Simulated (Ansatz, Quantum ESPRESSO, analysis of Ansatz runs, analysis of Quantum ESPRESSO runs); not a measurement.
## Si donor on a Ga site in GaAs: local vibrational mode, QE: PBE (Quantum ESPRESSO)

How near does this set-up come to the measured local vibrational mode? Subject: Si donor on a Ga site in GaAs. Set-up: QE: PBE, GBRV 1.5 PBE, 32-site cell, PBE lattice, k: 2x2x2 shifted, start relaxed with Ansatz. The model is a cell of 32 host atoms with 1 Ga taken out and 1 Si put in. The frequencies come from force constants among the defect atom and its neighbours, with the masses of the isotopes named. Other potentials or another program check that the number doesn't hang on one set of files.

Measured beforehand: Threefold local mode of 28Si: 384 cm⁻¹, by Fourier transform infrared absorption, zero pressure (Table 4.3, experiment column) (quoted in “DX Centers in III-V Semiconductors under Hydrostatic Pressure”, 1992, Jeffrey Alan Wolk et al., quoting earlier work (1985)). The runs below try to reproduce this.

Calculated with Quantum ESPRESSO 7.5; Quantum ESPRESSO plane-wave DFT, PBE, GBRV 1.5 PBE potentials; relaxation of all atoms of a defect supercell.

## Step 1: Set-up

The cell holds 32 atoms: 15 Ga, 1 Si and 16 As. Cell: a = 9.937 Å, b = 9.937 Å, c = 9.937 Å, α = 109.5°, β = 109.5°, γ = 109.5°. It derives from GaAs (space group F-43m). Nearest the centre at fractional (0.250, 0.500, 0.250): Si7 at 0.00 Å, As28 at 2.42 Å, As23 at 2.42 Å, As19 at 2.42 Å, As22 at 2.42 Å, Ga12 at 4.05 Å, Ga6 at 4.05 Å, Ga4 at 4.05 Å. The cell carries charge +1.

The host's primitive cell comes from a first run (Quantum ESPRESSO plane-wave DFT, PBE, GBRV 1.5 PBE potentials; relaxation of cell and atoms of a defect-free cell): vectors of 4.057, 4.057 and 4.057 Å. That is 23.60 Å³ an atom, 4.5 % over the diffraction cell's volume. The supercell is built on it.

This program's steps are dear, so the start below was first relaxed with Ansatz (plane-wave PAW DFT, PBE; 23 s).

## Step 2: Relaxation, charge +1

Every later number rests on the structure around the defect, so the atoms are relaxed at the host's lattice first.

File pw.in:

```
&CONTROL
  calculation = 'relax'
  prefix = 'pwscf'
  outdir = './tmp'
  pseudo_dir = './pseudo'
  tprnfor = .true.
  disk_io = 'low'
  nstep = 70
  forc_conv_thr = 0.00039
  etot_conv_thr = 0.0001
/
&SYSTEM
  ibrav = 0
  nat = 32
  ntyp = 3
  ecutwfc = 45
  ecutrho = 360
  nbnd = 188
  occupations = 'smearing'
  smearing = 'fd'
  degauss = 0.00073499
  tot_charge = 1
/
&ELECTRONS
  conv_thr = 3d-08
  electron_maxstep = 100
  mixing_beta = 0.5
/
&IONS
  ion_dynamics = 'bfgs'
/
ATOMIC_SPECIES
Ga    69.7230 ga_pbe_v1.4.uspp.F.UPF
Si    28.0850 si_pbe_v1.uspp.F.UPF
As    74.9216 as_pbe_v1.uspp.F.UPF
CELL_PARAMETERS angstrom
  -5.7369015769    5.7369015769   -5.7369015769
   5.7369015769    5.7369015769    5.7369015769
   5.7369015769   -5.7369015769   -5.7369015769
ATOMIC_POSITIONS crystal
Ga    -0.0026058573    0.0007722218   -0.0026058573
Ga    -0.0026058573    0.2473941427    0.7507722218
Ga     0.0033780790    0.5000000000    0.5026058573
Ga     0.0033780790    0.7526058573    0.2500000000
Ga     0.2500000000    0.0000000000    0.7500000000
Ga     0.2500000000    0.2533780790    0.5026058573
Si     0.2500000000    0.5000000000    0.2500000000
Ga     0.2500000000    0.7526058573    0.0033780790
Ga     0.4966219210   -0.0007722218    0.4966219210
Ga     0.5026058573    0.2533780790    0.2500000000
Ga     0.5026058573    0.5000000000    0.0033780790
Ga     0.4966219210    0.7466219210    0.7492277782
Ga     0.7500000000    0.0000000000    0.2500000000
Ga     0.7507722218    0.2473941427   -0.0026058573
Ga     0.7500000000    0.5000000000    0.7500000000
Ga     0.7492277782    0.7466219210    0.4966219210
As    -0.0020000837   -0.0018378588    0.7481621412
As     0.0001622250    0.2501622250    0.5020000837
As     0.0063279441    0.5000000000    0.2500000000
As     0.0001622250    0.7520000837    0.0001622250
As     0.2500000000    0.0018378588    0.4998377750
As     0.2500000000    0.2563279441    0.2500000000
As     0.2500000000    0.5000000000    0.0063279441
As     0.2500000000    0.7498377750    0.7518378588
As     0.4998377750    0.0018378588    0.2500000000
As     0.5020000837    0.2501622250    0.0001622250
As     0.4998377750    0.5000000000    0.7518378588
As     0.4936720559    0.7436720559    0.4936720559
As     0.7481621412   -0.0018378588   -0.0020000837
As     0.7481621412    0.2479999163    0.7481621412
As     0.7518378588    0.5000000000    0.4998377750
As     0.7518378588    0.7498377750    0.2500000000
K_POINTS automatic
2 2 2 1 1 1
```

On the command line:

```bash
OMP_NUM_THREADS=1 mpirun -n 8 pw.x -nk 2 -in pw.in > pw.out
```

The program printed:

```text
This program is part of the open-source Quantum ESPRESSO suite
     for quantum simulation of materials; please cite
         "P. Giannozzi et al., J. Phys.:Condens. Matter 21 395502 (2009);
         "P. Giannozzi et al., J. Phys.:Condens. Matter 29 465901 (2017);
         "P. Giannozzi et al., J. Chem. Phys. 152 154105 (2020);
          URL
     in publications or presentations arising from this work. More details at

     Message from routine setup:
     using ibrav=0 with symmetry is DISCOURAGED, use correct ibrav instead

     K-points division:     npool     =       2
     Subspace diagonalization in iterative solution of the eigenvalue problem:
     one sub-group per band group will be used
     scalapack distributed-memory algorithm (size of sub-group:  2*  2 procs)

     --------------------
     sticks:   dense  smooth     PW     G-vecs:    dense   smooth      PW
     Min        2381    1190    317               147089    51954    7224
     Max        2382    1191    320               147091    51955    7225
     Sum        9525    4763   1273               588361   207819   28897

     Using Slab Decomposition

     bravais-lattice index     =            0
     lattice parameter (alat)  =      18.7775  a.u.
     unit-cell volume          =    5096.6967 (a.u.)^3
     number of atoms/cell      =           32
     number of atomic types    =            3
     number of electrons       =       368.00
     number of Kohn-Sham states=          188
     kinetic-energy cutoff     =      45.0000  Ry
     charge density cutoff     =     360.0000  Ry
     scf convergence threshold =      3.0E-08
     mixing beta               =       0.5000
     number of iterations used =            8  plain     mixing
     energy convergence thresh.=      1.0E-04
     force convergence thresh. =      3.9E-04
     Exchange-correlation= SLA  PW   PBE  PBE
                           (   1   4   3   4   0   0   0)
     nstep                     =           70

     celldm(1)=  18.777462  celldm(2)=   0.000000  celldm(3)=   0.000000
     celldm(4)=   0.000000  celldm(5)=   0.000000  celldm(6)=   0.000000

     crystal axes: (cart. coord. in units of alat)
               a(1) = (  -0.577350   0.577350  -0.577350 )
               a(2) = (   0.577350   0.577350   0.577350 )
               a(3) = (   0.577350  -0.577350  -0.577350 )

     reciprocal axes: (cart. coord. in units 2 pi/alat)
               b(1) = (  0.000000  0.866025 -0.866025 )
               b(2) = (  0.866025  0.866025 -0.000000 )
               b(3) = (  0.866025  0.000000 -0.866025 )

     PseudoPot. # 1 for Ga read from file:
     ga_pbe_v1.4.uspp.F.UPF
     Pseudo is Ultrasoft + core correction, Zval = 19.0
     Generated by new atomic code, or converted to UPF format
     Using radial grid of  871 points,  6 beta functions with:
                l(1) =   0
                l(2) =   0
                l(3) =   1
                l(4) =   1
                l(5) =   2
                l(6) =   2
     Q(r) pseudized with  8 coefficients,  rinner =    1.250   1.250   1.250
                                                       1.250   1.250

     PseudoPot. # 2 for Si read from file:
     si_pbe_v1.uspp.F.UPF
     Pseudo is Ultrasoft + core correction, Zval =  4.0
     Generated by new atomic code, or converted to UPF format
     Using radial grid of  899 points,  6 beta functions with:
                l(1) =   0
                l(2) =   0
                l(3) =   1
                l(4) =   1
                l(5) =   2
                l(6) =   2
     Q(r) pseudized with  8 coefficients,  rinner =    0.900   0.900   0.900
                                                       0.900   0.900

     PseudoPot. # 3 for As read from file:
     as_pbe_v1.uspp.F.UPF
     Pseudo is Ultrasoft + core correction, Zval =  5.0
     Generated by new atomic code, or converted to UPF format
     Using radial grid of  875 points,  6 beta functions with:
                l(1) =   0
                l(2) =   0
                l(3) =   1
                l(4) =   1
                l(5) =   2
                l(6) =   2
     Q(r) pseudized with  8 coefficients,  rinner =    1.300   1.300   1.300
                                                       1.300   1.300

     atomic species   valence    mass     pseudopotential
     Ga               19.00    69.72300     Ga( 1.00)
     Si                4.00    28.08500     Si( 1.00)
     As                5.00    74.92160     As( 1.00)

     24 Sym. Ops. (no inversion) found (22 have fractional translation)

   Cartesian axes

     site n.     atom                  positions (alat units)
         1        Ga     tau(   1) = (   0.0004458   0.0004458   0.0034548  )
         2        Ga     tau(   2) = (   0.5777961  -0.2921300  -0.2891210  )
         3        Ga     tau(   3) = (   0.5769044   0.0004458  -0.0034548  )
         4        Ga     tau(   4) = (   0.5769044   0.2921300   0.2882293  )
         5        Ga     tau(   5) = (   0.2886751  -0.2886751  -0.5773503  )
         6        Ga     tau(   6) = (   0.2921300   0.0004458  -0.2882293  )
         7        Si     tau(   7) = (   0.2886751   0.2886751   0.0000000  )
         8        Ga     tau(   8) = (   0.2921300   0.5769044   0.2882293  )
         9        Ga     tau(   9) = (  -0.0004458  -0.0004458  -0.5738954  )
        10        Ga     tau(  10) = (   0.0004458   0.2921300  -0.2882293  )
        11        Ga     tau(  11) = (   0.0004458   0.5769044  -0.0034548  )
        12        Ga     tau(  12) = (   0.5769044   0.2852203  -0.2882293  )
        13        Ga     tau(  13) = (  -0.2886751   0.2886751  -0.5773503  )
        14        Ga     tau(  14) = (  -0.2921300   0.5777961  -0.2891210  )
        15        Ga     tau(  15) = (   0.2886751   0.2886751  -0.5773503  )
        16        Ga     tau(  16) = (   0.2852203   0.5769044  -0.2882293  )
        17        As     tau(  17) = (   0.4320453  -0.4341675  -0.4318580  )
        18        As     tau(  18) = (   0.4341675  -0.1453050  -0.1454923  )
        19        As     tau(  19) = (   0.4293593   0.1479910   0.1406841  )
        20        As     tau(  20) = (   0.4341675   0.4341675   0.4339801  )
        21        As     tau(  21) = (   0.1453050  -0.1431828  -0.4318580  )
        22        As     tau(  22) = (   0.1479910   0.1479910  -0.1406841  )
        23        As     tau(  23) = (   0.1479910   0.4293593   0.1406841  )
        24        As     tau(  24) = (   0.7226553   0.1431828  -0.1454923  )
        25        As     tau(  25) = (  -0.1431828   0.1453050  -0.4318580  )
[...]
Ga               0.7500000000        0.0000000000        0.2500000000
Ga               0.7507753041        0.2474110835       -0.0025889165
Ga               0.7500000000        0.5000000000        0.7500000000
Ga               0.7492246959        0.7466357795        0.4966357795
[...]
NEW-OLD atomic charge density approx. for the potential

     Self-consistent Calculation

     iteration #  1     ecut=    45.00 Ry     beta= 0.50
     Davidson diagonalization with overlap
     ethr =  1.00E-06,  avg # of iterations =  2.0

     Threshold (ethr) on eigenvalues was too large:
     Diagonalizing with lowered threshold

     Davidson diagonalization with overlap
     ethr =  1.94E-10,  avg # of iterations =  7.5

     total energy              =   -6885.37737679 Ry
     estimated scf accuracy    <       0.00000063 Ry

     iteration #  2     ecut=    45.00 Ry     beta= 0.50
     Davidson diagonalization with overlap
     ethr =  1.72E-10,  avg # of iterations =  4.0

     total energy              =   -6885.37737694 Ry
     estimated scf accuracy    <       0.00000083 Ry

     iteration #  3     ecut=    45.00 Ry     beta= 0.50
     Davidson diagonalization with overlap
     ethr =  1.72E-10,  avg # of iterations =  3.0

     End of self-consistent calculation

          k = 0.4330 0.4330-0.4330 ( 25972 PWs)   bands (ev):

[...]
7.7411   7.8911   7.8911   7.8911

          k = 0.0000 0.4330 0.0000 ( 26027 PWs)   bands (ev):

[...]
8.0636   8.3224   8.5287   8.5942

     the Fermi energy is     7.1880 ev

!    total energy              =   -6885.37737707 Ry
     estimated scf accuracy    <          8.0E-09 Ry
     smearing contrib. (-TS)   =       0.00000000 Ry
     internal energy E=F+TS    =   -6885.37737707 Ry

     The total energy is F=E-TS. E is the sum of the following terms:
     one-electron contribution =   -6277.88761272 Ry
     hartree contribution      =    3254.78569516 Ry
     xc contribution           =   -1236.65215188 Ry
     ewald contribution        =   -2625.62330762 Ry

     convergence has been achieved in   3 iterations

     Forces acting on atoms (cartesian axes, Ry/au):

[...]
Total force =     0.001739     Total SCF correction =     0.000288
     SCF correction compared to forces is large: reduce conv_thr to get better values
     Energy error            =      6.2E-06 Ry
     Gradient error          =      4.1E-04 Ry/Bohr

     number of scf cycles    =   2
     number of bfgs steps    =   1

     energy             old  =   -6885.3773708982 Ry
     energy             new  =   -6885.3773770676 Ry

     CASE: energy            _new < energy            _old

     new trust radius        =       0.0006872461 bohr
     new conv_thr            =       0.0000000003 Ry

ATOMIC_POSITIONS (crystal)
[...]
NEW-OLD atomic charge density approx. for the potential

     Self-consistent Calculation

     iteration #  1     ecut=    45.00 Ry     beta= 0.50
     Davidson diagonalization with overlap
     ethr =  1.00E-06,  avg # of iterations =  2.0

     Threshold (ethr) on eigenvalues was too large:
     Diagonalizing with lowered threshold

     Davidson diagonalization with overlap
     ethr =  1.92E-10,  avg # of iterations =  7.0

     total energy              =   -6885.37738088 Ry
     estimated scf accuracy    <       0.00000035 Ry

     iteration #  2     ecut=    45.00 Ry     beta= 0.50
     Davidson diagonalization with overlap
     ethr =  9.48E-11,  avg # of iterations =  4.0

     total energy              =   -6885.37738096 Ry
     estimated scf accuracy    <       0.00000043 Ry

     iteration #  3     ecut=    45.00 Ry     beta= 0.50
     Davidson diagonalization with overlap
     ethr =  9.48E-11,  avg # of iterations =  3.0

     total energy              =   -6885.37738103 Ry
     estimated scf accuracy    <          7.0E-09 Ry

     iteration #  4     ecut=    45.00 Ry     beta= 0.50
     Davidson diagonalization with overlap
     ethr =  1.89E-12,  avg # of iterations =  5.0

     total energy              =   -6885.37738103 Ry
     estimated scf accuracy    <          6.5E-09 Ry

     iteration #  5     ecut=    45.00 Ry     beta= 0.50
     Davidson diagonalization with overlap
     ethr =  1.78E-12,  avg # of iterations =  2.0

     total energy              =   -6885.37738103 Ry
     estimated scf accuracy    <          4.2E-10 Ry

     iteration #  6     ecut=    45.00 Ry     beta= 0.50
     Davidson diagonalization with overlap
     ethr =  1.14E-13,  avg # of iterations =  4.0

     End of self-consistent calculation

          k = 0.4330 0.4330-0.4330 ( 25972 PWs)   bands (ev):

[...]
7.7408   7.8910   7.8910   7.8910

          k = 0.0000 0.4330 0.0000 ( 26027 PWs)   bands (ev):

[...]
-5.6590  -5.0080  -4.7441  -4.7441  -4.6686  -4.2881  -4.2346  -4.2346
    -4.2320  -4.0276  -3.7884  -3.7226  -3.7226  -3.6342  -3.4484  -3.4484
    -0.5907   0.1462   0.2795   0.4515   0.4515   0.5176   0.5776   0.5970
     0.6231   0.6231   0.8490   1.8733   1.9733   1.9733   2.0883   2.9250
     2.9250   2.9273   3.0937   3.4747   3.6807   3.6807   3.6991   4.1225
     4.1346   4.1346   4.3947   4.4212   4.4212   4.4247   4.4307   4.4475
     4.4475   4.4754   4.4852   4.4852   4.5251   4.5544   5.2968   5.3222
     5.3222   5.4302   5.5011   5.5011   5.5432   5.5756   6.0018   6.0018
     8.0634   8.3218   8.5286   8.5942

     the Fermi energy is     7.1880 ev

!    total energy              =   -6885.37738103 Ry
     estimated scf accuracy    <          1.0E-10 Ry
     smearing contrib. (-TS)   =       0.00000000 Ry
     internal energy E=F+TS    =   -6885.37738103 Ry

     The total energy is F=E-TS. E is the sum of the following terms:
     one-electron contribution =   -6277.90858618 Ry
     hartree contribution      =    3254.79692742 Ry
     xc contribution           =   -1236.65193739 Ry
     ewald contribution        =   -2625.61378489 Ry

     convergence has been achieved in   6 iterations

     Forces acting on atoms (cartesian axes, Ry/au):

[...]
atom   25 type  3   force =     0.00001605    0.00024541    0.00001605
     atom   26 type  3   force =    -0.00024541    0.00001605   -0.00001605
     atom   27 type  3   force =     0.00001605   -0.00001605   -0.00024541
     atom   28 type  3   force =     0.00016528    0.00016528   -0.00016528
     atom   29 type  3   force =    -0.00001605   -0.00024541    0.00001605
     atom   30 type  3   force =    -0.00001605   -0.00001605    0.00024541
     atom   31 type  3   force =    -0.00001605    0.00001605   -0.00024541
     atom   32 type  3   force =    -0.00001605    0.00024541   -0.00001605

     Total force =     0.001059     Total SCF correction =     0.000079
     Energy error            =      4.0E-06 Ry
     Gradient error          =      2.5E-04 Ry/Bohr

     bfgs converged in   3 scf cycles and   2 bfgs steps
     (criteria: energy <  1.0E-04 Ry, force <  3.9E-04 Ry/Bohr)

     End of BFGS Geometry Optimization

     Final energy             =   -6885.3773810295 Ry

     File ./tmp/pwscf.bfgs deleted, as requested
Begin final coordinates

ATOMIC_POSITIONS (crystal)
[...]
As               0.4998902652        0.0019021843        0.2500000000
As               0.5020119190        0.2501097348        0.0001097348
As               0.4998902652        0.5000000000        0.7519021843
As               0.4937402060        0.7437402060        0.4937402060
As               0.7480978157       -0.0019021843       -0.0020119190
As               0.7480978157        0.2479880810        0.7480978157
As               0.7519021843        0.5000000000        0.4998902652
As               0.7519021843        0.7498902652        0.2500000000
End final coordinates

=------------------------------------------------------------------------------=
   JOB DONE.
=------------------------------------------------------------------------------=
```

Wall time 4.5 min (8 MPI ranks of Arm Neoverse V1, shared host); peak memory 3.4 GiB; 36 min of CPU time.

Hardly anything moved in the relaxation; the energy changed by under 0.2 meV an atom.

Neighbours of Si7 at the end:

```
atom  distance (Å)
As23         2.422
As22         2.422
As19         2.422
As28         2.422
 Ga2         4.050
Ga12         4.050
 Ga3         4.050
Ga14         4.050
 Ga9         4.050
Ga10         4.050
Ga11         4.050
 Ga4         4.050
 Ga6         4.050
 Ga8         4.050
 Ga1         4.050
Ga16         4.050
```

(Part 1 of 2 ends here.)

[Logs are printed without paths, hosts, clocks, repeated set-up lines and the standing remarks that a program may print on its own settings, such as how far it seeks lower states.]

[Hosts, paths, dates, database ids (printed as entryN), source tags and the programs' standing remarks are cut or masked in the printed files.]

[For some hosts the program warned that the k-mesh of the response run may be too coarse for force constants and the static dielectric constant; such warnings are not shown here.]
